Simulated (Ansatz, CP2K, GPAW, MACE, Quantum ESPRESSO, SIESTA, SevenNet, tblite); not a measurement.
## Finding the fault: CP2K, Σ7 (111) twist boundary in CsBr (84 atoms)

Program: CP2K 2026.2, a calculation on a cell of 42 Cs and 42 Br, 42.8 Å³ an atom.

Contents of input.inp:

```
&GLOBAL
  PROJECT cell
  RUN_TYPE ENERGY_FORCE
  PRINT_LEVEL LOW
&END GLOBAL
&FORCE_EVAL
  METHOD QS
  STRESS_TENSOR ANALYTICAL
  &DFT
    BASIS_SET_FILE_NAME BASIS_MOLOPT
    POTENTIAL_FILE_NAME GTH_POTENTIALS
    &MGRID
      CUTOFF 350
      REL_CUTOFF 50
    &END MGRID
    &QS
      EPS_DEFAULT 1.0E-12
    &END QS
    &SCF
      SCF_GUESS ATOMIC
      EPS_SCF 1.0E-06
      MAX_SCF 50
      &DIAGONALIZATION
        ALGORITHM STANDARD
      &END DIAGONALIZATION
      &SMEAR ON
        METHOD FERMI_DIRAC
        ELECTRONIC_TEMPERATURE [K] 580
      &END SMEAR
      &MIXING
        METHOD BROYDEN_MIXING
        ALPHA 0.15
        NBROYDEN 8
      &END MIXING
      &PRINT
        &RESTART OFF
        &END RESTART
      &END PRINT
    &END SCF
    &XC
      &XC_FUNCTIONAL PBE
      &END XC_FUNCTIONAL
    &END XC
    &PRINT
      &MULLIKEN ON
      &END MULLIKEN
      &LOWDIN ON
      &END LOWDIN
      &MO ON
        EIGENVALUES T
        OCCUPATION_NUMBERS T
        MO_INDEX_RANGE 325 336
        &EACH
          QS_SCF 0
        &END EACH
        ADD_LAST NUMERIC
      &END MO
    &END PRINT
  &END DFT
  &SUBSYS
    &CELL
      A 16.05171 0.00000 0.00000
      B 8.02586 13.90119 0.00000
      C 0.00000 0.00000 16.12598
    &END CELL
    &COORD
      SCALED
      Cs 0.49514 0.69000 0.07704
      Br 0.49255 0.69505 0.29497
      Cs 0.30843 0.93926 0.22395
      Br 0.39150 0.85696 0.47445
      Cs 0.07286 0.00695 0.06613
      Br 0.06947 0.00110 0.28932
      Cs 0.90425 0.42710 0.03764
      Br 0.92183 0.43109 0.28253
      Cs 0.87650 0.23831 0.21027
      Br 0.86354 0.23845 0.43405
[... 70 atom lines left out ...]
      Cs 0.24206 0.75568 0.86905
      Br 0.22344 0.76851 0.63659
      Cs 0.80644 0.89199 0.83855
      Br 0.81879 0.88443 0.61895
    &END COORD
    &KIND Cs
      BASIS_SET DZVP-MOLOPT-SR-GTH-q9
      POTENTIAL GTH-PBE-q9
    &END KIND
    &KIND Br
      BASIS_SET DZVP-MOLOPT-SR-GTH-q7
      POTENTIAL GTH-PBE-q7
    &END KIND
  &END SUBSYS
  &PRINT
    &FORCES ON
    &END FORCES
    &STRESS_TENSOR ON
    &END STRESS_TENSOR
  &END PRINT
&END FORCE_EVAL
```

Run with:

```
$ OMP_NUM_THREADS=1 mpirun -np 4 cp2k.psmp -i input.inp > output.txt
```

Log:

```text
CP2K| version string:                                       CP2K version 2026.2
 CP2K| Input file name                                                 input.inp
 GLOBAL| Basis set file name                                        BASIS_MOLOPT
 GLOBAL| Potential file name                                      GTH_POTENTIALS
 GLOBAL| Run type                                                   ENERGY_FORCE
 GLOBAL| Total number of message passing processes                             4
 GLOBAL| Number of threads for this process                                    1
 *   ___                                                                       *
 *  /   \                                                                      *
 * [ABORT]                                                                     *
 *  \___/             Extra MOs (ADDED_MOS) are required for smearing          *
 *    |                                                                        *
 *  O/|                                                                        *
 * /| |                                                                        *
```

Elapsed: 0.73 s, on 4 MPI ranks of Arm Neoverse V2, shared host; peak memory 0.78 GiB.

Banners, paths, timers and routine set-up lines are dropped from the logs unmarked, and long logs keep their key lines alone; longer cuts are marked.

**Question.** Which part of the input is at fault, and how is it mended?

Smearing without added orbitals: added orbitals 0. Mend: give ADDED_MOS, enough empty orbitals to hold the smearing.

The program stopped at the start.

[Also dropped from logs without a mark: logging warnings of Python, and SIESTA's first energy breakdown and zero terms.]

[Logs are printed without paths, hosts, clocks, repeated set-up lines and the standing remarks that a program may print on its own settings, such as how far it seeks lower states.]

[Hosts, paths, dates, database ids (printed as entryN), source tags and the programs' standing remarks are cut or masked in the printed files.]
